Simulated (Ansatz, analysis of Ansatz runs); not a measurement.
## Can an added hole hop between Cl atoms in Na2MgCl4 (Pbam)?

Question: does an added hole stay on the Cl atom where it is started in Na2MgCl4 (Pbam), and if so, how high is the barrier for a hop to another Cl site nearby? Model: a cell of 84 host atoms.

Calculated with Ansatz 0.2.0; plane-wave PAW DFT, PBEsol+U; relaxation of all atoms of a supercell at fixed charge in a uniform background; PAW set soft_1.

Report form: the programs' logs are mostly left out.

In doubt: warnings of the run leave room for a lower electronic state (step 3), so energies may not be the lowest and differences between runs may mislead.

### Step 1. The structure

The cell holds 84 atoms: 24 Na, 12 Mg and 48 Cl. Its edges and angles: a = 13.650 Å, b = 13.650 Å, c = 11.377 Å, α = 90.0°, β = 90.0°, γ = 60.5°. It derives from Na2MgCl4 (space group Pbam). Nearest the centre at fractional (0.627, 0.449, 0.583): Cl70 at 1.75 Å, Cl50 at 1.75 Å, Mg68 at 1.79 Å, Na34 at 2.25 Å, Cl51 at 3.03 Å, Cl42 at 3.20 Å, Cl78 at 3.20 Å, Mg40 at 3.23 Å.

Hubbard terms: Cl p 6.0 eV. They were chosen, not fitted, to curb self-interaction in the shells named, the trial site's among them. The two sites are Cl70 and Cl50. The cell's shortest repeat is 11.4 Å.

### Step 2. The cell without the carrier

The neutral cell is relaxed first, from small random displacements, so that bond lengths and moments with the carrier can be set beside those of a relaxed cell without it.

Contents of neutral.relax/input.yaml:

```yaml
crystal:
  lattice:
    - [6.8797031, 11.78968173, 0.0]
    - [-6.8797031, 11.78968173, 0.0]
    - [0.0, 0.0, 11.37709999]
  atoms:
    - { symbol: Na, position: [0.383392, 0.297511, 0.166667] }
    - { symbol: Na, position: [0.883392, 0.797511, 0.166667] }
    - { symbol: Na, position: [0.116608, 0.202489, 0.166667] }
    - { symbol: Na, position: [0.616608, 0.702489, 0.166667] }
    - { symbol: Na, position: [0.297511, 0.883392, 0.166667] }
    - { symbol: Na, position: [0.797511, 0.383392, 0.166667] }
    - { symbol: Na, position: [0.202489, 0.616608, 0.166667] }
    - { symbol: Na, position: [0.702489, 0.116608, 0.166667] }
[... 72 atom lines left out ...]
    - { symbol: Cl, position: [0.14016, 0.403853, 0.833333] }
    - { symbol: Cl, position: [0.64016, 0.903853, 0.833333] }
    - { symbol: Cl, position: [0.35984, 0.096147, 0.833333] }
    - { symbol: Cl, position: [0.85984, 0.596147, 0.833333] }
basis:
  ecutwfc: 420
  xc_grid: 2
hamiltonian:
  xc: pbesol
  hubbard:
    sites: [{ species: Cl, l: p, u_eff: 6.0 }]
    projectors: ortho-atomic
  pseudopotentials: { kind: paw, azcp: { folder: soft_1 }, xc_functional: pbe }
kpoints:
  mp_grid: { grid: [1, 1, 1] }
scf:
  occupations: { method: fermi_dirac, width: 0.01 }
  max_iter: 120
  lower_state_search: "off"
output:
  forces: true
relax:
  f_tol: 0.02
  max_steps: 70
  random_displacement: { amplitude: 0.04, seed: 4802 }
checkpoint:
  write: "../neutral.relax.run"
  compress: false
  write_wavefunctions: true
  write_every: 100000
```

On the command line:

```
> ansatz run input.yaml --threads 8 --pin off --max-ram 17899MiB --backend cpu --events-out ev --progress --plain --runs-dir out
```

The job ended after 37 s (8 threads of Arm Neoverse V2, shared host; peak memory 2.5 GiB).

The largest displacement from an ideal site is 0.063 Å.

### Step 3. The hole on the first site

The nearest neighbour or neighbours of the site start displaced and the site's starting moment is changed by the carrier's spin, since a carrier doesn't trap itself in the undistorted lattice.

Contents of A.relax/input.yaml:

```yaml
crystal:
  lattice:
    - [6.8797031, 11.78968173, 0.0]
    - [-6.8797031, 11.78968173, 0.0]
    - [0.0, 0.0, 11.37709999]
  atoms:
    - { symbol: Na, position: [0.380657, 0.301819, 0.166755] }
    - { symbol: Na, position: [0.879623, 0.80173, 0.16703] }
    - { symbol: Na, position: [0.119533, 0.197698, 0.166825] }
    - { symbol: Na, position: [0.619838, 0.6981, 0.166511] }
    - { symbol: Na, position: [0.301509, 0.879682, 0.166691] }
    - { symbol: Na, position: [0.802394, 0.380177, 0.166726] }
    - { symbol: Na, position: [0.198125, 0.61865, 0.167193] }
    - { symbol: Na, position: [0.697993, 0.119367, 0.166784] }
[... 72 atom lines left out ...]
    - { symbol: Cl, position: [0.138597, 0.407029, 0.83345] }
    - { symbol: Cl, position: [0.638472, 0.906227, 0.833479] }
    - { symbol: Cl, position: [0.361168, 0.092628, 0.833218] }
    - { symbol: Cl, position: [0.861305, 0.593385, 0.8336] }
total_charge: 1
basis:
  ecutwfc: 420
  xc_grid: 2
hamiltonian:
  xc: pbesol
  hubbard:
    sites: [{ species: Cl, l: p, u_eff: 6.0 }]
    projectors: ortho-atomic
  pseudopotentials: { kind: paw, azcp: { folder: soft_1 }, xc_functional: pbe }
kpoints:
  mp_grid: { grid: [1, 1, 1] }
magnetization:
  spin_polarized: true
  initial_magnetization: 1
  spin_locking: { lock_magnetization: hard }
scf:
  occupations: { method: fermi_dirac, width: 0.01 }
  max_iter: 120
  lower_state_search: "off"
output:
  forces: true
relax:
  f_tol: 0.015
  max_steps: 70
  escape_saddle: false
checkpoint:
  write: "../A.relax.run"
  compress: false
  write_wavefunctions: true
  write_every: 100000
```

Run time: 13 min. Hardware: 8 threads; peak memory 4.1 GiB; 1.7 h of CPU time.

The steps of the relaxation:

| step | energy less that of the first step (eV) | largest force component (eV/Å) |
| --- | --- | --- |
| 1 | 0.0000 | 0.7334 |
| 2 | -0.3330 | 0.4516 |
| 3 | -0.4355 | 0.1998 |
| 4 | -0.3961 | 0.2322 |
| 5 | -0.4728 | 0.0381 |
| 6 | -0.4820 | 0.0622 |
| 7 | -0.4914 | 0.1309 |
| 8 | -0.5024 | 0.1745 |
| 9 | -0.5269 | 0.1246 |
| 10 | -0.5493 | 0.0763 |
| 11 | -0.5194 | 0.2696 |
| 12 | -0.5739 | 0.0423 |
| 13 | -0.5761 | 0.0300 |
| 14 | -0.5796 | 0.0187 |
| 15 | -0.5801 | 0.0099 |

Relaxation steps 4, 11 were tried and not accepted.

The atoms that moved most (Å):

| atom | dx | dy | dz | length |
| --- | --- | --- | --- | --- |
| Cl70 | -0.089 | 0.431 | -0.002 | 0.441 |
| Cl74 | -0.259 | -0.137 | -0.001 | 0.292 |
| Na32 | 0.030 | 0.243 | -0.075 | 0.255 |
| Na60 | 0.025 | 0.238 | 0.075 | 0.251 |
| Cl71 | -0.050 | -0.239 | 0.000 | 0.244 |
| Na62 | 0.027 | -0.178 | 0.059 | 0.189 |
| Mg68 | 0.031 | -0.182 | 0.001 | 0.184 |
| Na34 | 0.029 | -0.170 | -0.058 | 0.182 |

The moves above count from the input, in which the site's nearest neighbours were already displaced; the distances below compare with the cell without the carrier.

Distances from Cl70 without and with the hole:

| atom | without (Å) | with (Å) |
| --- | --- | --- |
| Mg68 | 2.44 | 3.18 |
| Na34 | 2.78 | 3.19 |
| Na62 | 2.78 | 3.19 |
| Na60 | 2.78 | 2.88 |
| Na32 | 2.79 | 2.88 |

The largest changes of the moments are 0.82 μB on Cl70, 0.01 μB on Cl74 and 0.01 μB on Cl51. The largest part sits on the chosen site.

### Step 4. The hole on the second site

The same start is made on the second site, to get the end of the hop.

Contents of B.relax/input.yaml:

```yaml
crystal:
  lattice:
    - [6.8797031, 11.78968173, 0.0]
    - [-6.8797031, 11.78968173, 0.0]
    - [0.0, 0.0, 11.37709999]
  atoms:
    - { symbol: Na, position: [0.380657, 0.301819, 0.166755] }
    - { symbol: Na, position: [0.879623, 0.80173, 0.16703] }
[... 31 atom lines left out ...]
    - { symbol: Na, position: [0.815468, 0.38158, 0.500042] }
[... 7 atom lines left out ...]
    - { symbol: Cl, position: [0.659903, 0.53309, 0.333241] }
[... 7 atom lines left out ...]
    - { symbol: Cl, position: [0.593159, 0.360966, 0.500091], spin: 1.0 }
    - { symbol: Cl, position: [0.407092, 0.638364, 0.500085] }
[... 16 atom lines left out ...]
    - { symbol: Mg, position: [0.492563, 0.510477, 0.679874] }
[... 1 atom line left out ...]
    - { symbol: Cl, position: [0.659911, 0.532664, 0.666637] }
[... 13 atom lines left out ...]
    - { symbol: Cl, position: [0.861305, 0.593385, 0.8336] }
total_charge: 1
basis:
  ecutwfc: 420
  xc_grid: 2
hamiltonian:
  xc: pbesol
  hubbard:
    sites: [{ species: Cl, l: p, u_eff: 6.0 }]
    projectors: ortho-atomic
  pseudopotentials: { kind: paw, azcp: { folder: soft_1 }, xc_functional: pbe }
kpoints:
  mp_grid: { grid: [1, 1, 1] }
magnetization:
  spin_polarized: true
  initial_magnetization: 1
  spin_locking: { lock_magnetization: hard }
scf:
  occupations: { method: fermi_dirac, width: 0.01 }
  max_iter: 120
  lower_state_search: "off"
output:
  forces: true
relax:
  f_tol: 0.015
  max_steps: 70
  escape_saddle: false
checkpoint:
  write: "../B.relax.run"
  compress: false
  write_wavefunctions: true
  write_every: 100000
```

The job ended after 3.8 min (8 threads; peak memory 4.1 GiB).

Distances from Cl50 without and with the hole:

| atom | without (Å) | with (Å) |
| --- | --- | --- |
| Mg68 | 2.53 | 3.09 |
| Mg40 | 2.53 | 3.09 |
| Na36 | 2.87 | 3.01 |
| Na34 | 2.98 | 3.51 |

The largest changes of the moments are 0.86 μB on Cl50, 0.01 μB on Cl52 and 0.00 μB on Cl48. The largest part sits on the chosen site.

### Step 5. Points on the line between the two structures

All atoms move on the straight line between the two relaxed structures, 8.71 amu^1/2 Å long in mass-weighted terms. Each point starts from the state of the point before, once from either end, so that both localised states can be followed; the midpoint is also started with the carrier shared.

Contents of A.x0500/input.yaml:

```yaml
crystal:
  lattice:
    - [6.8797031, 11.78968173, 0.0]
    - [-6.8797031, 11.78968173, 0.0]
    - [0.0, 0.0, 11.37709999]
  atoms:
    - { symbol: Na, position: [0.380504, 0.304045, 0.166035] }
    - { symbol: Na, position: [0.88026, 0.8016, 0.166288] }
[... 31 atom lines left out ...]
    - { symbol: Na, position: [0.814715, 0.379552, 0.491526] }
[... 7 atom lines left out ...]
    - { symbol: Cl, position: [0.660125, 0.529568, 0.338047] }
[... 7 atom lines left out ...]
    - { symbol: Cl, position: [0.603296, 0.345726, 0.504417] }
    - { symbol: Cl, position: [0.415503, 0.630765, 0.505726] }
[... 16 atom lines left out ...]
    - { symbol: Mg, position: [0.485054, 0.502373, 0.675778] }
[... 1 atom line left out ...]
    - { symbol: Cl, position: [0.665718, 0.540906, 0.664449], spin: 1.0 }
[... 13 atom lines left out ...]
    - { symbol: Cl, position: [0.860354, 0.595003, 0.833459] }
total_charge: 1
basis:
  ecutwfc: 420
  xc_grid: 2
hamiltonian:
  xc: pbesol
  hubbard:
    sites: [{ species: Cl, l: p, u_eff: 6.0 }]
    projectors: ortho-atomic
  pseudopotentials: { kind: paw, azcp: { folder: soft_1 }, xc_functional: pbe }
kpoints:
  mp_grid: { grid: [1, 1, 1] }
magnetization:
  spin_polarized: true
  initial_magnetization: 1
  spin_locking: { lock_magnetization: hard }
scf:
  occupations: { method: fermi_dirac, width: 0.01 }
  max_iter: 120
  lower_state_search: "off"
output:
  forces: true
  eigenvalues: true
  eigenstates: { localisation: true }
  write_density: true
  write_potential: true
  volumetric_format: npy
checkpoint:
  read: "../A.x0375.run"
  write: "../A.x0500.run"
  compress: false
  write_wavefunctions: true
  write_every: 100000
```

The job ended after 1.9 min (8 threads; peak memory 4.1 GiB).

States next to the filling edge at the first k-point, on the run's own zero (eigenstates.tsv). The participation number counts the atoms that a state is spread over, of 84; bands count from 0.

| spin | band | energy (eV) | occupation | participation | largest share on | share |
| --- | --- | --- | --- | --- | --- | --- |
| down | 329 | -0.701 | 1.00 | 19.3 | Cl44 | 0.09 |
| down | 330 | -0.677 | 1.00 | 22.6 | Cl21 | 0.10 |
| down | 331 | -0.633 | 1.00 | 16.7 | Cl52 | 0.17 |
| down | 332 | -0.532 | 1.00 | 3.3 | Cl50 | 0.53 |
| down | 333 | -0.417 | 1.00 | 2.7 | Cl50 | 0.59 |
| down | 334 | -0.320 | 1.00 | 2.2 | Cl50 | 0.67 |
| down | 335 | 1.160 | 0.00 | 1.3 | Cl70 | 0.86 |
| down | 336 | 6.807 | 0.00 | 67.6 | Mg68 | 0.05 |
| down | 337 | 7.803 | 0.00 | 8.7 | Mg68 | 0.31 |
| down | 338 | 8.100 | 0.00 | 37.4 | Cl84 | 0.05 |
| down | 339 | 8.220 | 0.00 | 26.2 | Mg10 | 0.10 |
| up | 330 | -0.701 | 1.00 | 19.2 | Cl44 | 0.09 |
| up | 331 | -0.679 | 1.00 | 22.4 | Cl21 | 0.10 |
| up | 332 | -0.633 | 1.00 | 16.6 | Cl52 | 0.18 |
| up | 333 | -0.548 | 1.00 | 3.6 | Cl50 | 0.51 |
| up | 334 | -0.420 | 1.00 | 2.7 | Cl50 | 0.59 |
| up | 335 | -0.324 | 1.00 | 2.2 | Cl50 | 0.67 |
| up | 336 | 6.787 | 0.00 | 62.6 | Mg68 | 0.06 |
| up | 337 | 7.701 | 0.00 | 7.3 | Mg68 | 0.34 |
| up | 338 | 8.075 | 0.00 | 36.7 | Na60 | 0.06 |
| up | 339 | 8.163 | 0.00 | 22.2 | Na62 | 0.15 |
| up | 340 | 8.218 | 0.00 | 28.7 | Mg65 | 0.09 |

Under PBEsol+U (6 eV) at the zone centre alone, the highest filled state is spin down, spread over 2 of 84 atoms, and the lowest empty one, 1.48 eV above it, is spin down, spread over 1 of 84 atoms.

The largest moments in the atoms' spheres: Cl70 0.79, Cl51 0.02, Cl74 0.01, Cl84 0.01, Cl73 0.00, Cl50 0.00 μB.

Spin density in the bc plane at fractional x = 0.627, through the centre, with atoms of Na and Cl within 0.45 Å of it.

Ten even steps from '0' (-0.01 e/Å³) to '9' (0.59 e/Å³), each cell a mean:
```
000000000000000000000000000000000000000
000000000000000000000000000000000000000
000000000000000000000000000000000000000
000000000000000000000000000000000000000
000000000000000000000000000000000000000
000000000000000000000000000000000000000
000000000000000000000000000000000000000
000000000000000000000232000000000000000
000000000000000000002895100000000000000
000000000000000000001342100000000000000
000000000000000000000000000000000000000
000000000000000000000000000000000000000
000000000000000000000000000000000000000
000000000000000000000000000000000000000
000000000000000000000000000000000000000
000000000000000000000000000000000000000
000000000000000000000000000000000000000
000000000000000000000000000000000000000
000000000000000000000000000000000000000
000000000000000000000000000000000000000
000000000000000000000000000000000000000
000000000000000000000000000000000000000
000000000000000000000000000000000000000
000000000000000000000000000000000000000
```
Columns run along b (13.7 Å), rows up along c (11.4 Å). Atoms in or near the plane, at fractional coordinates: Na at (0.70, 0.17), Cl at (0.53, 0.00), Cl at (0.36, 0.17), Cl at (0.91, 0.17), Na at (0.71, 0.49), Cl at (0.53, 0.34), Cl at (0.35, 0.50), Cl at (0.91, 0.50), Na at (0.71, 0.84), Cl at (0.36, 0.83), Cl at (0.91, 0.83).

Valence density in the bc plane at fractional x = 0.627, through the centre, with atoms of Na and Cl within 0.45 Å of it. It is the smooth field of the valence electrons, not physical close to the nuclei.

Values in e/Å³, 13 rows by 16 columns, each cell a mean:
```
 0  0  0  0  0  0  0  0  1  1  0  0  0  0  0  0
 0  0  0  0  0  1  1  0  0  0  1  8  0  0  1  1
 0  0  0  0  0  1  1  0  0  0  1  5  0  0  1  1
 0  0  0  0  0  0  0  0  1  1  0  0  0  0  0  0
 0  0  0  0  0  0  0  0  1  1  0  0  0  0  0  0
 0  0  0  0  0  1  0  0  0  0  0  1  0  0  1  1
 0  0  0  0  1  2  1  0  0  0  1 11  1  0  1  1
 0  0  0  0  0  1  0  0  1  0  0  1  0  0  1  0
 0  0  0  0  0  0  0  0  2  1  0  0  0  0  0  0
 0  0  0  0  0  0  0  0  1  0  0  0  0  0  1  0
 0  0  0  0  0  2  1  0  0  0  3  9  0  1  1  1
 0  0  0  0  0  1  1  0  0  0  1  2  0  0  1  1
 0  0  0  0  0  0  0  0  1  1  0  0  0  0  0  0
```
Columns run along b (13.7 Å), rows up along c (11.4 Å). Atoms in or near the plane, at fractional coordinates: Na at (0.70, 0.17), Cl at (0.53, 0.00), Cl at (0.36, 0.17), Cl at (0.91, 0.17), Na at (0.71, 0.49), Cl at (0.53, 0.34), Cl at (0.35, 0.50), Cl at (0.91, 0.50), Na at (0.71, 0.84), Cl at (0.36, 0.83), Cl at (0.91, 0.83).

Electrostatic potential energy in the bc plane at fractional x = 0.627, through the centre, with atoms of Na and Cl within 0.45 Å of it. With pseudopotentials it is smooth inside the atoms' cores, unlike the true potential.

Ten even steps from '0' (-36 eV) to '9' (9 eV), each cell a mean:
```
999999999999999999962015899999999999999
999999999999999999997668998888999998899
999998899999745799999999984125899852258
999987789997200389999999870002899610016
999988889997301489999999884115899720027
999999999999866899999888888778999975579
999999999999999999987446899999999999999
999999999999999999873002789999999999999
999999999999999999974002789999999999999
999999999999989999987657888889999998899
999988999997324899999888887557899852258
999887899983001599999999871003899610016
999888899995102799999999871003899720027
999999999999778999999899987557899975579
999999999999999999974347999889999999999
999999999999999999851005899999999999999
999999999999999999962126999999999999999
999999999999999999998789998889999998899
999998899999644799999999984358999852258
999988889997200489999999840006899610017
999988889998311589999999860016899720027
999999999999877899999999987678999975579
999999999999999999986457999999999999999
999999999999999999861004899999999999999
```
Columns run along b (13.7 Å; values clipped at the 3rd and 97th percentile), rows up along c (11.4 Å). Atoms in or near the plane, at fractional coordinates: Na at (0.70, 0.17), Cl at (0.53, 0.00), Cl at (0.36, 0.17), Cl at (0.91, 0.17), Na at (0.71, 0.49), Cl at (0.53, 0.34), Cl at (0.35, 0.50), Cl at (0.91, 0.50), Na at (0.71, 0.84), Cl at (0.36, 0.83), Cl at (0.91, 0.83).

Free energies from the first end:

| started from | fraction | energy (eV) | moment change on Cl70 (μB) | on Cl50 (μB) |
| --- | --- | --- | --- | --- |
| first site | 0 | 0.000 | 0.82 | 0.00 |
| first site | 0.125 | 0.047 | 0.82 | 0.00 |
| first site | 0.25 | 0.184 | 0.82 | 0.00 |
| first site | 0.375 | 0.401 | 0.81 | 0.00 |
| first site | 0.5 | 0.681 | 0.79 | 0.00 |
| first site | 0.625 | 0.244 | 0.01 | 0.82 |
| second site | 0.875 | -0.106 | 0.00 | 0.85 |
| second site | 0.75 | 0.029 | 0.01 | 0.84 |
| second site | 0.625 | 0.244 | 0.01 | 0.82 |
| second site | 0.5 | 0.531 | 0.02 | 0.79 |
| second site | 0.375 | 0.881 | 0.04 | 0.75 |
| shared | 0.5 | 0.531 | 0.02 | 0.79 |
| second site | 1 | -0.153 | 0.00 | 0.86 |

### Step 6. Results

```
barrier forward                               : 0.61 eV
barrier backward                              : 0.77 eV
distance of the two sites without the carrier : 3.47 Å
carrier at the midpoint                       : on one site
```

In words: On this line the hole must cross about 0.61 eV to hop 3.47 Å; the second site lies 0.15 eV lower, and the way back costs 0.77 eV. The top lies between computed points: the barrier is read where straight lines through the two branches cross, near a fraction of 0.47. At the midpoint the lowest state found keeps the carrier on one site, so the two localised curves cross in a cusp. This suggests weak coupling and a hop slower than the barrier alone implies, though U itself penalises the shared state. The start with the carrier shared fell onto one site. With an assumed attempt frequency of 1e13 per second the rate at 300 K would be 5e+02 per second for this barrier, if every crossing succeeded. A straight line need not be the lowest path, so the true barrier at this U can be lower, or higher if the ends can still break their symmetry. No run compares the localised hole with one spread in the band, so its binding is unknown and the barrier may exceed it. Holes in halides commonly bind two halogen atoms into a pair. A U on single atoms favours the one-atom state followed here, and no pair was tried, so these numbers may not belong to the actual polaron. The program's search for lower electronic states was switched off in all runs, so that each state is followed; none is shown to be the lowest at its structure. No image-charge correction is applied; it nearly cancels along the line while the charge stays localised. Limits: sampling at the zone centre alone can move energies of charged and open-shell states by tenths of an eV or more in cells of this size; gap and trapping depend on the U chosen (Cl p 6.0 eV).

[Logs are printed without paths, hosts, clocks, repeated set-up lines and the standing remarks that a program may print on its own settings, such as how far it seeks lower states.]

[Hosts, paths, dates, database ids (printed as entryN), source tags and the programs' standing remarks are cut or masked in the printed files.]
